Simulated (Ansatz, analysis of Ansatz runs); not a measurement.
# V_K centre (self-trapped hole) in LiF: local vibrational mode, r2SCAN, part 2 of 2

How near does this set-up come to the measured local vibrational mode? Subject: V_K centre (self-trapped hole) in LiF. Set-up: r2SCAN, 128-site cell, r2SCAN lattice, 500 eV, k: the single point 1/4 1/4 1/4. The model is a cell of 128 host atoms. The frequencies come from force constants among the defect atom and its neighbours, with the masses of the isotopes named. A meta-GGA costs about twice a GGA and mends lattice constants and part of the gap.

Ansatz 0.2.0; r2SCAN, 128-site cell, r2SCAN lattice, 500 eV, k: the single point 1/4 1/4 1/4.

So far: Starting point; Relaxation, charge +1.

### 2. Relaxation, charge +1 (continued)

Level of this step: plane-wave PAW DFT, r2SCAN; relaxation of all atoms of a defect supercell (Ansatz).

The steps of the relaxation:

```csv
step,energy less that of the first step (eV),largest force component (eV/Å)
1,0.0000,3.3845
2,-0.9395,1.9868
3,-1.7113,0.8263
4,-1.9231,0.0195
5,-1.9232,0.0197
6,-1.9243,0.0021
```

The atoms that moved most (Å, from the sites as typed, ahead of the random displacement, the mean shift of all atoms taken out):

```csv
atom,dx,dy,dz,length
F20,0.000,-0.318,-0.317,0.449
F52,0.000,0.317,0.318,0.449
```

Neighbours of the ideal centre at the end:

```csv
atom,distance (Å)
Li53,1.409
F20,1.410
F52,1.411
Li59,1.412
F22,2.441
Li29,2.442
Li61,2.443
F28,2.443
F44,2.443
Li51,2.445
Li83,2.445
F50,2.445
```

Among the bonds that opened: F52–F20 1.92 to 2.82 Å.

This step gave:

- free energy: -65173.7927 eV
- smearing term TS: 0.01407 eV
- total moment: 1.0000 μB
- integral of the absolute spin density: 1.098 μB
- spin contamination: 1.83e-4

### 3. Local vibrational modes

A local mode lives on the defect and the atoms next to it, so only the sites listed in the input are displaced, which costs far fewer SCF runs than the whole cell would.

This step: plane-wave PAW DFT, r2SCAN; finite-displacement force constants among the atoms nearest to a defect, the others at rest.

The input, modes/input.yaml:

```yaml
crystal:
  lattice:
    - [0.0, 7.97957509, 7.97957509]
    - [7.97957509, 0.0, 7.97957509]
    - [7.97957509, 7.97957509, 0.0]
  atoms:
    - { symbol: Li, position: [0.000145628, 6.0448e-05, -0.000240246] }
    - { symbol: F, position: [0.125096826, 0.125095679, 0.124792992] }
[... 17 atom lines left out ...]
    - { symbol: F, position: [0.125152927, 0.625065676, 0.374762453] }
[... 1 atom line left out ...]
    - { symbol: F, position: [0.125123471, 0.625086696, 0.624770808] }
[... 5 atom lines left out ...]
    - { symbol: F, position: [0.125125936, 0.875084879, 0.374777206] }
    - { symbol: Li, position: [0.000113891, 0.750094723, 0.499795781] }
[... 14 atom lines left out ...]
    - { symbol: F, position: [0.375128102, 0.375066271, 0.37476094] }
[... 5 atom lines left out ...]
    - { symbol: F, position: [0.375131154, 0.625063861, 0.12476413] }
    - { symbol: Li, position: [0.250145126, 0.500016395, 0.249734909] }
    - { symbol: F, position: [0.37509425, 0.62508977, 0.374771596] }
    - { symbol: Li, position: [0.250118578, 0.50006104, 0.499780593] }
[... 5 atom lines left out ...]
    - { symbol: Li, position: [0.250121306, 0.750083984, 0.249767958] }
[... 1 atom line left out ...]
    - { symbol: Li, position: [0.250105886, 0.750114594, 0.499818923] }
[... 21 atom lines left out ...]
    - { symbol: Li, position: [0.500132289, 0.500047425, 0.249757416] }
[... 44 atom lines left out ...]
    - { symbol: F, position: [0.875120553, 0.875083062, 0.874788285] }
total_charge: 1
basis:
  ecutwfc: 500
  xc_grid: 2
hamiltonian:
  xc: r2scan
kpoints:
  mp_grid: { grid: [1, 1, 1], shift: [0.25, 0.25, 0.25] }
magnetization:
  spin_polarized: true
  initial_magnetization: 1
  spin_locking: { lock_magnetization: hard }
scf:
  occupations: { method: fermi_dirac, width: 0.01 }
  max_iter: 120
output: {}
checkpoint:
  read: "../relax.run"
phonons:
  supercell: [1, 1, 1]
  displaced_sites: [19, 51, 58]
```

The run is started by

```bash
$ ansatz run input.yaml --threads 4 --pin off --max-ram 14131MiB --backend cpu --events-out ev --progress --plain --runs-dir out
```

Numbers of over 12 decimals in the logs are rounded to 6 here.

The log of the run:

```text
[...]
Warning: the atoms were moved onto the symmetric positions of the space group found under crystal.symmetry.tolerance 1.0e-5 (fractional; [...]
Warning: at least one further symmetry operation maps every atom of the structure, as the run holds it, onto an atom to within 2.94e-5 (fractional), and is not used: no operation is sought that the atoms, as the run holds them, miss by more than 2.00e-5, [...]
Warning: basis.xc_grid 2: finite-displacement phonons take 5 at the least, and a number is run as typed, so the frequencies can be off [figures from the program's tests cut]
[...]
Warning: checkpoint.read: the run can stay near the saved state's solution: 128 site(s) moved relative to the saved geometry (max |Δs| = 9.202e-6 fractional); [...]
[...]
Crystal: 128 atoms, lattice volume = 1016.177 Å³
[...]
symmetry images taken by strict's conditions (phonons.symmetry_images: auto; settled by no image being taken that strict refuses)
  force constants formed among 3 of 128 sites (F 19, F 51, Li 58); the other 125 at rest. The modes move the named sites alone.
  the frequencies, the zero-point energy and the sums are of the block with the acoustic sum rule laid on its rows. Row sums over every site: 2.9e-1 eV/Å² at the most
  transpose residual: 2.2e-3 eV/Å²
  largest component of a force at the reference: 1.3e-3 eV/Å on a named site, 2.0e-3 eV/Å on a site at rest
  frequencies among the named sites at Γ of the cell (cm⁻¹): 250.05 278.91 279.09 279.64 281.78 310.33 376.56 383.66 384.92
  unstable modes among the named sites: 0
  frequencies as built, with no sum rule (cm⁻¹): 254.44 282.58 282.60 284.05 285.91 313.57 390.79 397.60 398.65
  zero-point energy: 0.175124 eV/cell   skipped modes (ω ≤ 0): 0
  not written: the harmonic force-constant file, the file of eigenvectors (these modes' are written with the force constants), the density of states and the dispersion, which are of every site
[key lines of the parts left out:]
SCF converged after 2 iterations
Magnetization: 1.0000 μB (320.0000 up, 319.0000 down)
Free energy (F): -65173.792673 eV
Fermi energy:    0.573916 (↑ 5.796051, ↓ 0.573916) eV
```

Run time: 1.9 h. Hardware: 4 threads of Arm Neoverse V1, shared host; peak memory 6.2 GiB.

Reading the cycles: dr2 is the Hartree energy of the density residual (eV), the measure of convergence; HF is the Harris–Foulkes estimate of the energy, which meets the free energy F at convergence.

Numbers from this step:

| Property | Result |
| --- | --- |
| free energy | -65173.7927 eV |
| smearing term TS | 0.01407 eV |
| total moment | 1 μB |
| integral of the absolute spin density | 1.098 μB |
| spin contamination | 1.83e-4 |

The modes with the largest weight on the probed atoms (the light atom of a pair), for the masses of each isotope. Modes of the displaced atoms (local only where they lie over the host's phonons):

```csv
isotopes,mode (cm⁻¹),share of the defect atoms
n,310.3,0.995
n,281.8,0.962
n,279.6,0.94
n,279.1,1
n,278.9,0.993
n,250.1,0.973
```

### 4. Outcome

This set-up is not sound: the two halogen atoms part to 2.82 Å, so no dimer forms at this level and there is no stretch to set beside the measurement.

[Logs are printed without paths, hosts, clocks, repeated set-up lines and the standing remarks that a program may print on its own settings, such as how far it seeks lower states.]

[Hosts, paths, dates, database ids (printed as entryN), source tags and the programs' standing remarks are cut or masked in the printed files.]

[For some hosts the program warned that the k-mesh of the response run may be too coarse for force constants and the static dielectric constant; such warnings are not shown here.]
